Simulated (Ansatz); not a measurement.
# Pb chain started as a zigzag: period, moment and channels by functional, part 4 of 4

Aim: how far do the period, the moment and the conductance of the Pb chain started as a zigzag depend on the functional, the datasets and spin-orbit coupling, and at what cost?

Ansatz 0.2.0; DFT PBE, plane waves, PAW; relaxation of a chain's period (the session's first sound run).

So far. Step 12 (Relaxing the period): The cell's length comes to 4.896 Å, -0.0 % against the first run, with spin left out. Step 14 (Two-component spinors): At the computed energy nearest the Fermi level there are 0 spinor channels; the gap is 0.66 eV.

**15. The same system on other settings**

This step: DFT PBE, plane waves, PAW; channels and complex bands of a perfect chain; changed: basis.ecutwfc = "25.7 Ry", scf.initial_density.chi_scale = 0.0 (Ansatz 0.2.0).

The atoms of the run on the perfect lead (PBE) are kept and the input is varied, to see whether the result depends on it. The ELF is not written this time.

The input, input.yaml:

```yaml
crystal:
  lattice:
    - [9.0, 0.0, 0.0]
    - [0.0, 7.5, 0.0]
    - [0.0, 0.0, 4.8961924841]
  atoms:
    - { symbol: Pb, position: [0.412626798, 0.5, 0.0] }
    - { symbol: Pb, position: [0.587373202, 0.5, 0.5] }
kpoints:
  mp_grid: { grid: [1, 1, 17] }
  band_path: { path: ["Γ", Z], npoints: 60 }
scf:
  occupations: { method: fermi_dirac, width: 0.05 }
  initial_density: { chi_scale: 0.0 }
hamiltonian:
  xc: pbe
output:
  transmission:
    e_range: [-2, 2]
    de: 0.035
    kmesh: [1, 1]
    reduced_basis: true
    leads: [[0, 0]]
  dos: { projected: true, e_range: [-6, 4] }
  write_potential: true
  write_density: true
  volumetric_format: npy
basis:
  ecutwfc: "25.7 Ry"
```

Run with:

```bash
$ ansatz run input.yaml --threads 4 --pin off --max-ram 8192MiB --backend cpu --events-out ev --progress --plain --runs-dir out
```

Numbers of over 12 decimals in the logs are rounded to 6 here.

Log:

```text
Warning: basis.ecutwfc = 349.666313 eV is below the records' recommended 420 eV, and the density's cutoff is lower with it unless basis.ecutrho_ratio is high enough to keep the records' density cutoff: compare with a run at a higher cutoff
[...]
Crystal: 2 atoms, lattice volume = 330.493 Å³
Basis set: ecut = 349.666313 eV, 4947 PW (Γ)
Bands: 18, of which v1, the nominal top of the filled ones, is band 14 counted from 1 (13 counted from 0)
Symmetry: 8 space group operations
[...]
k-points: 9 of 17
[...]
SCF iter   7: F=-23810.673448 eV  HF=-23810.673448 eV  |F-HF|=1.73e-7  |Δ(HF+E_count)|=   3.28e-6  Δρ=5.66e-6  dr2=7.94e-8  ethr=3.57e-10  ⟨swp⟩=3.8  Hψ=642  notcnv=0
SCF 1 converged in 7 iterations: F = -23810.673448 eV  dr2 = 7.94e-8
[...]
transmission: 6 of 36 steps passed
transmission: 12 of 36 steps passed
[...]
transmission: 36 of 36 steps passed
[...]
SCF converged after 7 iterations
Free energy (F): -23810.673448 eV
[...]
Internal energy: -23810.657253 eV  (E = F + TS)
E sigma→0 (E₀):  -23810.665351 eV
Entropy (-TS):   -0.016195 eV (-8.098 meV/atom)
Fermi energy:    -1.215669 eV
[...]
--- Band table (eV; the first three rows and the last of 9) ---
  k-point 0: bands = [... 10 lower, -10.8369, -7.1049, -1.9635, -1.9428, -0.3130, -0.0625, 1.2808, 1.7781]
  k-point 1: bands = [... 10 lower, -10.8146, -7.1477, -2.0728, -1.9206, -0.3285, 0.1447, 1.2570, 1.7604]
  k-point 2: bands = [... 10 lower, -10.7478, -7.2747, -2.2903, -1.8542, -0.3834, 0.6512, 1.1826, 1.7034]
  k-point 8: bands = [... 10 lower, -9.4668, -9.1326, -2.1515, -1.8837, -0.6231, -0.3146, 2.1885, 2.4874]
--- Transmission ---
  basis      : 489 plane waves across, 6 finite elements along
  points     : 1, standing for a mesh of 1 x 1
[...]
crystal 0  : Pb2, at the sites [0, 0], period 4.8962 Å: whole cells are its period
[...]
filled         : 3.9 meV under the level at which it is neutral
    channels       : 2.000000e0 a spin
[...]
```

Elapsed: 11 s, on 4 threads of Intel Xeon 6975P-C (Granite Rapids), shared host; peak memory 0.7 GiB; 39 s of CPU time.

Residual by cycle:

cycle, log10 residual and a bar from the least value:
```
        1       -0.4 ##############################
        2       -1.5 #########################
        3       -1.8 ########################
        4       -3.1 ##################
        5       -4.4 ############
        6       -5.5 #######
        7       -7.1
```

The run finished with changed settings (basis.ecutwfc = "25.7 Ry" and scf.initial_density.chi_scale = 0.0); it serves as a test.

**16. A repeat with changed settings**

This step: DFT PBE, plane waves, PAW; channels and complex bands of a perfect chain; changed: kpoints.mp_grid.grid = [1, 1, 8], scf.mixing.preconditioner = "kerker", scf.mixing.algorithm = "anderson", scf.mixing.beta = 0.05 (Ansatz 0.2.0).

The atoms of the run on the perfect lead (PBE) are kept and the input is varied, to see whether the result depends on it. The ELF is not written this time.

input.yaml, the sections that differ from step 15:

```yaml
kpoints:
  mp_grid: { grid: [1, 1, 8] }
  band_path: { path: ["Γ", Z], npoints: 60 }
scf:
  occupations: { method: fermi_dirac, width: 0.05 }
  mixing: { preconditioner: kerker, algorithm: anderson, beta: 0.05 }
# crystal, hamiltonian, output: as in step 15
# basis: removed
```

Log:

```text
[...]
Crystal: 2 atoms, lattice volume = 330.493 Å³
Basis set: ecut = 420 eV, 6439 PW (Γ)
Bands: 18, of which v1, the nominal top of the filled ones, is band 14 counted from 1 (13 counted from 0)
Symmetry: 8 space group operations
[...]
k-points: 5 of 8
[...]
SCF iter   1: F=—  HF=-23810.676630 eV  |F-HF|=—  |Δ(HF+E_count)|=         —  Δρ=8.00e-4  dr2=7.71e-3  ethr=1.77e-3  ⟨swp⟩=7.8  Hψ=526  notcnv=0
[...]
SCF iter  24: F=-23810.675852 eV  HF=-23810.675852 eV  |F-HF|=5.87e-7  |Δ(HF+E_count)|=   1.55e-6  Δρ=3.79e-6  dr2=4.16e-8  ethr=2.14e-10  ⟨swp⟩=5.4  Hψ=274  notcnv=0
SCF 1 converged in 24 iterations: F = -23810.675852 eV  dr2 = 4.16e-8
[...]
transmission: 7 of 42 steps passed
transmission: 14 of 42 steps passed
[...]
transmission: 42 of 42 steps passed
[...]
SCF converged after 24 iterations
Stability not checked: this state was not tested for a lower state beside it, because the mixer in use, unlike msr1, does not test its closes by its own steps (another_mixer; see scf.mixing.algorithm and scf.lower_state_search)
Free energy (F): -23810.675852 eV
[...]
Internal energy: -23810.663676 eV  (E = F + TS)
E sigma→0 (E₀):  -23810.669764 eV
Entropy (-TS):   -0.012177 eV (-6.088 meV/atom)
Fermi energy:    -1.222295 eV
[...]
--- Band table (eV; the first three rows and the last of 5) ---
  k-point 0: bands = [... 10 lower, -10.8257, -7.0840, -1.9531, -1.9461, -0.2861, -0.0474, 1.2759, 1.7666]
  k-point 1: bands = [... 10 lower, -10.7249, -7.2764, -2.2984, -1.8531, -0.3669, 0.7416, 1.1636, 1.6900]
  k-point 2: bands = [... 10 lower, -10.4250, -7.8109, -2.5775, -1.5589, -0.7241, 0.7917, 1.5824, 2.1934]
  k-point 4: bands = [... 10 lower, -9.2885, -9.2885, -1.9983, -1.9983, -0.4809, -0.4809, 2.3511, 2.3511]
--- Transmission ---
  basis      : 595 plane waves across, 7 finite elements along
  points     : 1, standing for a mesh of 1 x 1
[...]
crystal 0  : Pb2, at the sites [0, 0], period 4.8962 Å: whole cells are its period
[...]
filled         : 16.1 meV under the level at which it is neutral
    channels       : 2.000000e0 a spin
[...]
```

It took 21 s on 4 threads; peak memory 0.85 GiB; 67 s of CPU time.

Residual by cycle:

cycle, log10 residual and a bar from the least value:
```
        1       -2.1 ##############################
        3       -2.1 ##############################
        5       -2.8 ##########################
        7       -3.4 #######################
        9       -4.0 ###################
       11       -4.8 ##############
       14       -5.8 #########
       16       -6.6 #####
       18       -6.8 ###
       20       -7.1 #
       22       -7.2 #
       24       -7.4
```

The run finished with changed settings (kpoints.mp_grid.grid = [1, 1, 8], scf.mixing.preconditioner = "kerker", scf.mixing.algorithm = "anderson" and scf.mixing.beta = 0.05); it serves as a test.

**17. Summary of results**

```yaml
cell_length_pbe: 4.896 Å
cell_length_rpbe: 4.946 Å
cell_length_lda: 4.763 Å
cell_length_pbesol: 4.797 Å
cell_length_pbe_nc_files: 4.899 Å
cell_length_pbe_no_spin: 4.896 Å
conductance_pbe: 2.00 G₀
conductance_rpbe: 2.00 G₀
conductance_lda: 2.00 G₀
conductance_pbesol: 2.00 G₀
gap_with_spin_orbit_coupling: 0.661 eV
```

**Reading.** Under PBE the cell's length is 4.90 Å, no moment survives, and it is a metal with 2 channels a spin next to the Fermi level, 2.00 G₀ at 300 K. That holds only without spin-orbit coupling. Spin-orbit coupling opens a gap of 0.66 eV, so the channels found without it at the Fermi level close. The cell's length spans 3.8 % over the functionals, shortest under LDA and longest under RPBE. A perfect wire passes every open channel, so the conductance counts half a G₀ for each forward-moving state at the Fermi level, spin by spin. At the relaxed period it forms two rows 1.57 Å apart, with 2.91 Å between atoms of unlike rows and 4.90 Å along a row: a zigzag. Transport is coherent and elastic here: the atoms are frozen, so scattering by vibrations plays no part.

[Logs are printed without paths, hosts, clocks, repeated set-up lines and the standing remarks that a program may print on its own settings, such as how far it seeks lower states.]

[Hosts, paths, dates, database ids (printed as entryN), source tags and the programs' standing remarks are cut or masked in the printed files.]
